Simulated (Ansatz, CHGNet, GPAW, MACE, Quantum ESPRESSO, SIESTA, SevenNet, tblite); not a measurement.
# From one method to another: forces in Ru(0001) slab (54 atoms)

Hcp Ru (a = 2.706 Å, c = 4.282 Å), (0001) slab of 3 repeat layers, 3 x 3 surface cells, 12 Å of vacuum; not relaxed, displaced by a Gaussian of 0.02 Å. Then every atom was moved at random, 0.02 Å r.m.s. a Cartesian component.

Two calculations on one geometry. First: Kohn-Sham DFT, PBE, SSSP efficiency 1.3.0 pseudopotentials, plane waves; sssp-1.3.0-efficiency; 45/360 Ry; levels smeared at 580 K (Quantum ESPRESSO 7.5; Γ point). Second: Kohn-Sham DFT, PBE, PAW, plane waves (Ansatz 0.2.0; cutoff 420 eV, Γ point, fermi-dirac smearing of 0.05 eV; PAW set soft_2).

Cell vectors (Å):

```
8.118 0.000 0.000
4.059 7.030 0.000
0.000 0.000 22.705
```

Atom, position (Å) and force of the first calculation (eV/Å):

```
1 Ru 8.047 0.004 6.042 0.167 0.624 1.173
2 Ru 8.117 1.575 8.124 0.123 -0.218 -1.016
3 Ru 12.160 7.015 10.258 -0.091 -0.191 -0.072
4 Ru 8.182 1.510 12.433 -0.132 0.313 -0.561
5 Ru 8.116 0.036 14.569 0.100 -0.109 1.124
6 Ru 8.164 1.525 16.746 -0.107 -0.237 -1.367
7 Ru 2.731 0.005 5.979 0.343 0.050 1.329
8 Ru 2.717 1.630 8.153 -0.142 -0.250 -0.634
9 Ru 2.728 0.013 10.317 0.078 0.392 -0.491
10 Ru 2.731 1.562 12.476 -0.415 0.171 -0.314
11 Ru 2.724 0.006 14.503 0.310 -0.195 1.133
12 Ru 2.704 1.555 16.709 -0.103 0.107 -1.034
13 Ru 9.457 2.321 5.991 -0.240 -0.191 1.343
14 Ru 9.507 3.930 8.131 -0.711 -0.240 -0.550
15 Ru 1.369 2.337 10.279 -0.218 0.416 0.163
16 Ru 9.465 3.938 12.480 -0.261 0.118 -0.530
17 Ru 9.452 2.364 14.605 0.009 -0.245 0.883
18 Ru 9.493 3.945 16.647 0.027 -0.001 -0.884
19 Ru 9.470 7.008 6.007 -0.078 -0.388 1.111
20 Ru 5.357 1.558 8.147 -0.071 0.340 -0.470
21 Ru 5.386 0.019 10.324 0.281 -0.178 -0.008
22 Ru 5.398 1.594 12.415 0.034 0.432 -0.079
23 Ru 5.392 0.022 14.578 -0.143 0.206 0.986
24 Ru 5.440 1.580 16.709 0.091 0.159 -1.397
25 Ru 4.032 2.358 5.972 -0.119 0.143 0.822
26 Ru 4.079 3.893 8.164 0.544 -0.512 -0.628
27 Ru 4.051 2.324 10.313 -0.174 -0.134 0.044
28 Ru 4.063 3.934 12.450 0.177 -0.433 -0.242
29 Ru 4.046 2.350 14.596 0.199 -0.033 1.056
30 Ru 4.036 3.903 16.737 0.034 -0.127 -1.384
31 Ru 2.705 4.664 6.022 0.250 -0.070 0.835
32 Ru 10.859 6.215 8.099 -0.453 0.415 -0.738
33 Ru 10.823 4.715 10.305 0.130 0.150 0.213
34 Ru 10.848 6.262 12.467 -0.198 -0.177 -0.276
35 Ru 10.813 4.686 14.565 0.379 0.003 1.038
36 Ru 10.838 6.233 16.667 0.004 0.300 -1.053
37 Ru 6.755 2.352 5.992 0.192 0.142 1.214
38 Ru 6.716 3.900 8.110 0.065 0.551 -0.762
39 Ru 6.749 2.391 10.326 0.591 -0.048 0.061
40 Ru 6.711 3.920 12.441 0.231 0.019 -0.398
41 Ru 6.789 2.375 14.595 0.390 -0.556 1.011
42 Ru 6.765 3.926 16.687 -0.261 0.101 -1.121
43 Ru 5.375 4.695 6.009 0.371 -0.276 1.118
44 Ru 5.398 6.265 8.123 -0.040 0.204 -0.912
45 Ru 5.388 4.727 10.353 0.056 0.094 -0.257
46 Ru 5.397 6.270 12.436 -0.337 0.420 -0.207
47 Ru 5.418 4.724 14.580 -0.256 -0.276 1.078
48 Ru 5.448 6.227 16.690 -0.132 0.236 -0.731
49 Ru 8.124 4.741 5.956 -0.444 0.077 1.317
50 Ru 8.153 6.215 8.094 -0.025 -0.101 -0.911
51 Ru 8.111 4.712 10.274 -0.291 -0.695 0.181
52 Ru 8.085 6.305 12.375 0.669 -0.763 0.058
53 Ru 8.103 4.705 14.588 -0.393 0.397 0.817
54 Ru 8.137 6.245 16.695 -0.009 0.063 -1.080
```

Q: Give the forces of the second method.

Atom and force (eV/Å):

```
1 0.157 0.626 1.199
2 0.125 -0.220 -1.028
3 -0.090 -0.193 -0.070
4 -0.125 0.307 -0.561
5 0.099 -0.111 1.133
6 -0.105 -0.248 -1.382
7 0.353 0.050 1.347
8 -0.144 -0.248 -0.644
9 0.083 0.392 -0.482
10 -0.415 0.164 -0.317
11 0.311 -0.194 1.140
12 -0.108 0.107 -1.055
13 -0.237 -0.194 1.364
14 -0.709 -0.239 -0.560
15 -0.219 0.416 0.162
16 -0.259 0.122 -0.532
17 0.009 -0.241 0.897
18 0.033 0.005 -0.916
19 -0.077 -0.396 1.135
20 -0.072 0.344 -0.479
21 0.277 -0.177 -0.002
22 0.029 0.435 -0.087
23 -0.141 0.207 1.003
24 0.094 0.162 -1.420
25 -0.124 0.149 0.842
26 0.545 -0.512 -0.643
27 -0.175 -0.137 0.045
28 0.180 -0.432 -0.249
29 0.197 -0.033 1.068
30 0.032 -0.129 -1.402
31 0.254 -0.069 0.861
32 -0.453 0.414 -0.756
33 0.134 0.151 0.213
34 -0.198 -0.181 -0.280
35 0.376 0.003 1.053
36 0.002 0.300 -1.079
37 0.194 0.139 1.234
38 0.064 0.552 -0.774
39 0.591 -0.046 0.066
40 0.225 0.020 -0.403
41 0.392 -0.556 1.023
42 -0.266 0.109 -1.147
43 0.368 -0.282 1.143
44 -0.044 0.204 -0.925
45 0.054 0.095 -0.251
46 -0.337 0.422 -0.210
47 -0.255 -0.276 1.091
48 -0.128 0.239 -0.752
49 -0.444 0.088 1.338
50 -0.022 -0.104 -0.927
51 -0.292 -0.695 0.185
52 0.669 -0.760 0.050
53 -0.393 0.394 0.838
54 -0.011 0.057 -1.100
```

The two sets differ by 9.38 meV/Å r.m.s., 1.7 % of the r.m.s. force of the Ansatz run. The electronic-structure runs sample only Γ, in a cell whose shortest periodic width is 7 Å, which is coarse for a cell with partly filled levels.

[Logs are printed without paths, hosts, clocks, repeated set-up lines and the standing remarks that a program may print on its own settings, such as how far it seeks lower states.]

[Hosts, paths, dates, database ids (printed as entryN), source tags and the programs' standing remarks are cut or masked in the printed files.]
